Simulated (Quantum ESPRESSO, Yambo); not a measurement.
# A GW chain in Yambo: Diamond (Fd-3m, 2 atoms a cell), part 3 of 3

Wanted: ground state, empty states, screening and self-energy for Diamond (Fd-3m, 2 atoms a cell).

Quantum ESPRESSO 7.5 and Yambo 5.3.0; PBE and many-body steps on it, plane waves. Known limits of the many-body steps: not at the basis limit; coarse k mesh.

So far. Step 3 (Bands along the symmetry lines): The gap is 4.190 eV, −0.039 eV from the run before at this level. Step 4 (Empty states on the mesh, 6×6×6 mesh, 29 bands): On this mesh the gap is 4.207 eV.

## 6. Screening and self-energy, 6×6×6 mesh, 29 bands, screening to 129.3 eV

Now the one-shot GW correction: screening in the RPA, then the self-energy of the levels asked for.

This step: G0W0 on PBE, plane waves, norm-conserving pseudopotentials.

gw1.in

```
HF_and_locXC
gw0
dyson
ppa
em1d
rim_cut
RandQpts= 1000000
RandGvec= 1 RL
EXXRLvcs= 74 Ry
VXCRLvcs= 296 Ry
Chimod= "HARTREE"
% BndsRnXp
 1 | 29 |
%
NGsBlkXp= 9.5 Ry
% LongDrXp
 1 | 1 | 1 |
%
% GbndRnge
 1 | 29 |
%
DysSolver= "n"
ExtendOut
PPAPntXp= 27.21138 eV
% QPkrange
 1 | 16 | 2 | 8 |
%
```

Run with:

```sh
$ OMP_NUM_THREADS=1 mpirun -n 4 yambo -F gw1.in -J gw1 -C gw1 > gw1.log
```

The program printed:

```text
 Yambo, version 5.3.0

 [02] CORE Variables Setup
 =========================

  [... cell, symmetries and grids as in the set-up ...]

  [02.05] Energies & Occupations
  ==============================

  [X] === General ===
  [X] Electronic Temperature                        :  0.000000  0.000000 [eV K]
  [X] Bosonic    Temperature                        :  0.000000  0.000000 [eV K]
  [X] Finite Temperature mode                       : no
  [X] El. density                                   :  0.70524E+24 [cm-3]
  [X] Fermi Level                                   :  13.35851 [eV]

  [X] === Gaps and Widths ===
  [X] Conduction Band Min                           :  4.207157 [eV]
  [X] Valence Band Max                              :  0.000000 [eV]
  [X] Filled Bands                                  :   4
  [X] Empty Bands                                   :   5  29
  [X] Direct Gap                                    :  5.625541 [eV]
  [X] Direct Gap localized at k                     :  1
  [X] Indirect Gap                                  :  4.207157 [eV]
  [X] Indirect Gap between kpts                     :   1  10
  [X] Last valence band width                       :  7.820920 [eV]
  [X] 1st conduction band width                     :  4.646056 [eV]

 [03] Transferred momenta grid and indexing
 ==========================================

 IBZ Q-points                                      :  16
 BZ  Q-points                                      :  216

 K/Q-points units:
 rlu = crystal or reduced units; cc = cartesian coordinates; iku = interal k-units

 Q [ 1]         [rlu]:  0.000000  0.000000  0.000000
 Q [ 2]         [rlu]:  0.39018E-17  0.39018E-17  0.16667
 Q [ 3]         [rlu]:  0.78036E-17  0.78036E-17  0.33333
 Q [ 4]         [rlu]:  0.84430E-16  0.84430E-16 -0.50000
 Q [ 5]         [rlu]:  0.86948E-19  0.16667      0.16667
 Q [ 6]         [rlu]:  0.39018E-17  0.16667      0.33333
 Q [ 7]         [rlu]: -0.95144E-16  0.16667      0.50000
 Q [ 8]         [rlu]:  0.84430E-16  0.16667     -0.33333
 Q [ 9]         [rlu]: -0.37578E-16  0.16667     -0.16667
 Q [10]         [rlu]:  0.17390E-18  0.33333      0.33333
     [... 4 further rows ...]
 Q [15]         [rlu]:  0.166667  0.333333 -0.333333
 Q [16]         [rlu]:  0.166667 -0.500000 -0.333333

 [04] Coloumb potential Random Integration (RIM)
 ===============================================

  [04.01] RIM initialization
  ==========================

  * Diagonal components only detected *

  8 x (sBL volume)        :  0.120012 [a.u.]
  sBZ random points       :  1000000
  Points outside the sBZ  :   7968281
  RL volume               :  3.240325 [a.u.]
  Integrated volume       :  3.253224 [a.u.]

  [04.02] RIM integrals
  =====================

  Gamma point sphere radius             :  0.089473 [a.u.]
  Points outside the sphere             :   800476
  [Int_sBZ(q=0) 1/q^2]*(Vol_sBZ)^(-1/3) =:  7.776341
                                 should be <:  7.795600

  Summary of Coulomb integrals for non-metallic bands |Q|[au] RIM/Bare

  Q [1] 0.100000E-4 0.997530 * Q [2] 0.269103 1.067779
  Q [5] 0.310734 1.066842 * Q [9] 0.439444 1.030576
  Q [6] 0.515293 1.022482 * Q [3] 0.538206 1.020007
  Q [10] 0.621467 1.016898 * Q [8] 0.677228 1.015050
  Q [14] 0.694822 1.013869 * Q [7] 0.761139 1.011980
  Q [11] 0.807310 1.011262 * Q [4] 0.807310 1.011769
  Q [12] 0.878888 1.010572 * Q [15] 0.919163 1.010060
  Q [13] 0.932201 1.009835 * Q [16] 0.982626 1.009137

 [05] Dipoles
 ============

  [05.01] Setup: observables and procedures
  =========================================

 [06] Dynamic Dielectric Matrix (PPA)
 ====================================

 [WR./gw1//ndb.pp]---------------------------------------------------------------
  Brillouin Zone Q/K grids (IBZ/BZ)                :   16  216   16  216
  RL vectors                                       :  1211 [WF]
  Coulomb cutoff potential                         : none
  Electronic Temperature                           :  0.000000 [K]
  Bosonic    Temperature                           :  0.000000 [K]
  PPA    diel. fun.  energies                      : Perdew, Burke & Ernzerhof(X)+Perdew, Burke & Ernzerhof(C)
  wavefunctions                                    : Perdew, Burke & Ernzerhof(X)+Perdew, Burke & Ernzerhof(C)
  Global Gauge                                     : length
  X matrix size                                    :   59
  X band range                                     :   1  29
  X e/h energy range                               : -1.000000 -1.000000 [eV]
  X Time ordering                                  : R
  X Hxc Kernel                                     : HARTREE
  X Drude frequency                                :  0.000000  0.000000
  X poles                                          :  100.0000 [o/o]
  RL vectors in the sum                            :  1211
  [r,Vnl] included                                 : yes
  Field direction                                  :  0.577350E-5  0.577350E-5  0.577350E-5
  BZ energy Double Grid                            : no
  BZ energy DbGd points                            : 0
  BZ Q point size factor                           : -1.000000
  X Optical Averaged directions                    : none

 [07] Local Exchange-Correlation + Non-Local Fock
 ================================================

 [VXC] Plane waves :   6615
 [EXS] Plane waves :   893

 QP @ state[ 1 ] K range:   1  16
 QP @ state[ 1 ] b range:   2   8

 [xc] Functional : Perdew, Burke & Ernzerhof(X)+Perdew, Burke & Ernzerhof(C)
 [xc] LIBXC used to calculate xc functional
  PP Number of Atomic Species                      :  1
  NLCC RL compoments                               :   6615
  PP Number of Atomic Species                      :  1
  NLCC RL compoments                               :   6615

 [xc] E_xc :  -3.558879 [Ha]
      E_xc :  -7.117758 [Ry]

  Local XC kind (lXC) : Perdew, Burke & Ernzerhof(X)+Perdew, Burke & Ernzerhof(C)
  Non-Local XC kind (nlXC) : Hartree-Fock

  Corrections @ K [1] :  [eV]
 <2|nlXC|2> = -19.24101  0.12369E-16 <2|lXC|2> = -16.96357 -0.37763E-15
 <3|nlXC|3> = -19.24095  0.35848E-16 <3|lXC|3> = -16.96357  0.000000
 <4|nlXC|4> = -19.24095 -0.43517E-17 <4|lXC|4> = -16.96356 -0.18882E-15
 <5|nlXC|5> = -9.555714 -0.15426E-17 <5|lXC|5> = -15.64322 -0.18882E-15
 <6|nlXC|6> = -9.555516  0.24268E-17 <6|lXC|6> = -15.64322 -0.94408E-16
 <7|nlXC|7> = -9.555483 -0.24722E-17 <7|lXC|7> = -15.64321 -0.18882E-15
 <8|nlXC|8> = -8.082403  0.27123E-17 <8|lXC|8> = -16.45332  0.94408E-16

  Corrections @ K [2] :  [eV]
 <2|nlXC|2> = -19.85725  0.69478E-17 <2|lXC|2> = -16.18825  0.41304E-16
 <3|nlXC|3> = -19.33033 -0.11770E-16 <3|lXC|3> = -16.73273 -0.47204E-16
 <4|nlXC|4> = -19.33043  0.60773E-17 <4|lXC|4> = -16.73273  0.18882E-15
[...]
Corrections @ K [3] :  [eV]
[...]
Corrections @ K [4] :  [eV]
[...]
Corrections @ K [5] :  [eV]
[...]
[... 10 further k-points ...]
  Corrections @ K [16] :  [eV]
[...]
<4|nlXC|4> = -20.31872  0.49594E-17 <4|lXC|4> = -15.24340  0.30978E-16
 <5|nlXC|5> = -7.788332 -0.59417E-17 <5|lXC|5> = -14.30955  0.000000
 <6|nlXC|6> = -7.788326  0.32784E-17 <6|lXC|6> = -14.30954  0.94408E-16
 <7|nlXC|7> = -7.173711 -0.30570E-17 <7|lXC|7> = -16.35335  0.17702E-16
 <8|nlXC|8> = -7.173698 -0.24632E-17 <8|lXC|8> = -16.35335 -0.30683E-15

  [07.01] Hartree-Fock occupations report
  =======================================

  [Hartree-Fock] === General ===
  [Hartree-Fock] Electronic Temperature             :  0.000000  0.000000 [eV K]
  [Hartree-Fock] Bosonic    Temperature             :  0.000000  0.000000 [eV K]
  [Hartree-Fock] Finite Temperature mode            : no
  [Hartree-Fock] El. density                        :  0.70524E+24 [cm-3]
  [Hartree-Fock] Fermi Level                        :  13.35851 [eV]

  [Hartree-Fock] === Gaps and Widths ===
  [Hartree-Fock] Conduction Band Min                :  9.634548 [eV]
  [Hartree-Fock] Valence Band Max                   : -2.277391 [eV]
  [Hartree-Fock] Filled Bands                       :   4
  [Hartree-Fock] Empty Bands                        :   5  29
  [Hartree-Fock] Direct Gap                         :  13.99044 [eV]
  [Hartree-Fock] Direct Gap localized at k          :  1
  [Hartree-Fock] Indirect Gap                       :  11.91194 [eV]
  [Hartree-Fock] Indirect Gap between kpts          :   1  10
  [Hartree-Fock] Last valence band width            :  10.61885 [eV]
  [Hartree-Fock] 1st conduction band width          :  5.885735 [eV]

 [08] Dyson equation: Newton solver
 ==================================

  [08.01] G0W0 (W PPA)
  ====================

  [  GW  ] Bands range     :   1  29
  [GW/PPA] G damping       :  0.100000 [eV]

  QP @ state[ 1 ] K range:   1  16
  QP @ state[ 1 ] b range:   2   8

   Sc/G bands                                       :   1  29
   Sc/G damping                                     :  0.100000 ev
   Sc bands terminator                              : no
   Sx RL components                                 :   893

   QP @ state[ 1 ] K range                          :   1  16
   QP @ state[ 1 ] b range                          :   2   8
   GF energies kind                                 : Perdew, Burke & Ernzerhof(X)+Perdew, Burke & Ernzerhof(C)
   GF WF`s kind                                     : Perdew, Burke & Ernzerhof(X)+Perdew, Burke & Ernzerhof(C)
   Xs energies kind                                 : Perdew, Burke & Ernzerhof(X)+Perdew, Burke & Ernzerhof(C)
   Xs WF`s kind                                     : Perdew, Burke & Ernzerhof(X)+Perdew, Burke & Ernzerhof(C)

 [11] Game Over & Game summary
```

The job ended after 48 s (4 MPI ranks of Arm Neoverse V1, shared host; peak memory 1.2 GiB; 3.1 min of CPU time).

This step gave:

- G0W0 gap on the mesh: 5.455 eV
- starting gap on the mesh: 4.207 eV
- k of the valence top: 0, 0, 0
- k of the conduction bottom: 0, 0.3333, 0.3333
- least direct G0W0 gap on the computed points: 7.368 eV
- Z at the valence top: 0.8331
- Z at the conduction bottom: 0.842

The gap on the mesh goes from 4.21 eV to 5.46 eV, a correction of +1.25 eV. The start differs from the 4.23 eV found before because the two sample other k points.

Limits: finite bands, cutoff and mesh; coarse k mesh. v1 is the top filled band, c1 the lowest empty one. The levels before and after the correction (eV, zero at the valence-band top of each column):

```tsv
	conduction bottom	valence top
Kohn-Sham	4.21	0.00
G0W0	5.46	0.00
```

```tsv
	level	energy (eV)
Kohn-Sham	Γ v3-v1	0.000
Kohn-Sham	Γ c1-c3	5.626
Kohn-Sham	Γ c4	13.329
Kohn-Sham	(0 0.333 0.333) v3	-7.186
Kohn-Sham	(0 0.333 0.333) v2-v1	-5.324
Kohn-Sham	(0 0.333 0.333) c1	4.207
Kohn-Sham	(0 0.333 0.333) c2	7.817
Kohn-Sham	(0 0.333 0.333) c3-c4	14.074
G0W0	Γ v3-v1	0.000
G0W0	Γ c1-c3	7.368
G0W0	Γ c4	14.778
G0W0	(0 0.333 0.333) v3	-7.930
G0W0	(0 0.333 0.333) v2-v1	-5.733
G0W0	(0 0.333 0.333) c1	5.455
G0W0	(0 0.333 0.333) c2	9.027
G0W0	(0 0.333 0.333) c3-c4	16.311
```

## 7. Where the time went

Times are wall times on the hardware named with each run, good to a factor of about two.

```tsv
step	time	share	memory (GiB)
ground state	2.1 s	4 %	0.18
bands along the symmetry lines	1.2 s	2 %	0.05
empty states on the mesh	1.2 s	2 %	0.05
conversion and set-up	1.7 s	3 %	0.23
screening and self-energy	48 s	89 %	1.2
```

## 8. What came out

```
PBE gap              : 4.19 eV, indirect
G0W0 gap on the mesh : 5.46 eV
GW settings          : 6×6×6 mesh, 29 bands, screening to 129.3 eV, Godby-Needs plasmon pole
known limits         : not at the basis limit; coarse k mesh
```

What this shows: G0W0 moves the gap on the mesh from 4.21 eV to 5.46 eV (+1.25 eV), with Z of 0.83 and 0.84 at the edges. The dearest step here is «screening and self-energy». Against experiment, by G0W0@PBE: the gap of 5.44 eV lies −0.06 eV from the measured 5.5 eV (kind not stated, quoted 2019); the gap of 5.44 eV lies −0.03 eV from the measured 5.47 eV (kind not stated, quoted 2024). The calculation has static nuclei and no excitons; a measured gap holds zero-point and thermal motion, which mostly lowers it. Bands and cutoff are finite, so the gap is not at the basis limit. The miss can reach some tenths of an eV and take either sign; the mesh is an error of its own. The 6×6×6 mesh is coarse for this cell, which bears on the long-range parts of exchange and screening.

[Paths, hosts, dates, memory and timing lines, banners, echoed tables and standing remarks are left out of the program output.]

[Logs are printed without paths, hosts, clocks, repeated set-up lines and the standing remarks that a program may print on its own settings, such as how far it seeks lower states.]

[Runs of the session that timed out or met a known fault of the program may be left out.]

[Hosts, paths, dates, database ids (printed as entryN), source tags and the programs' standing remarks are cut or masked in the printed files.]
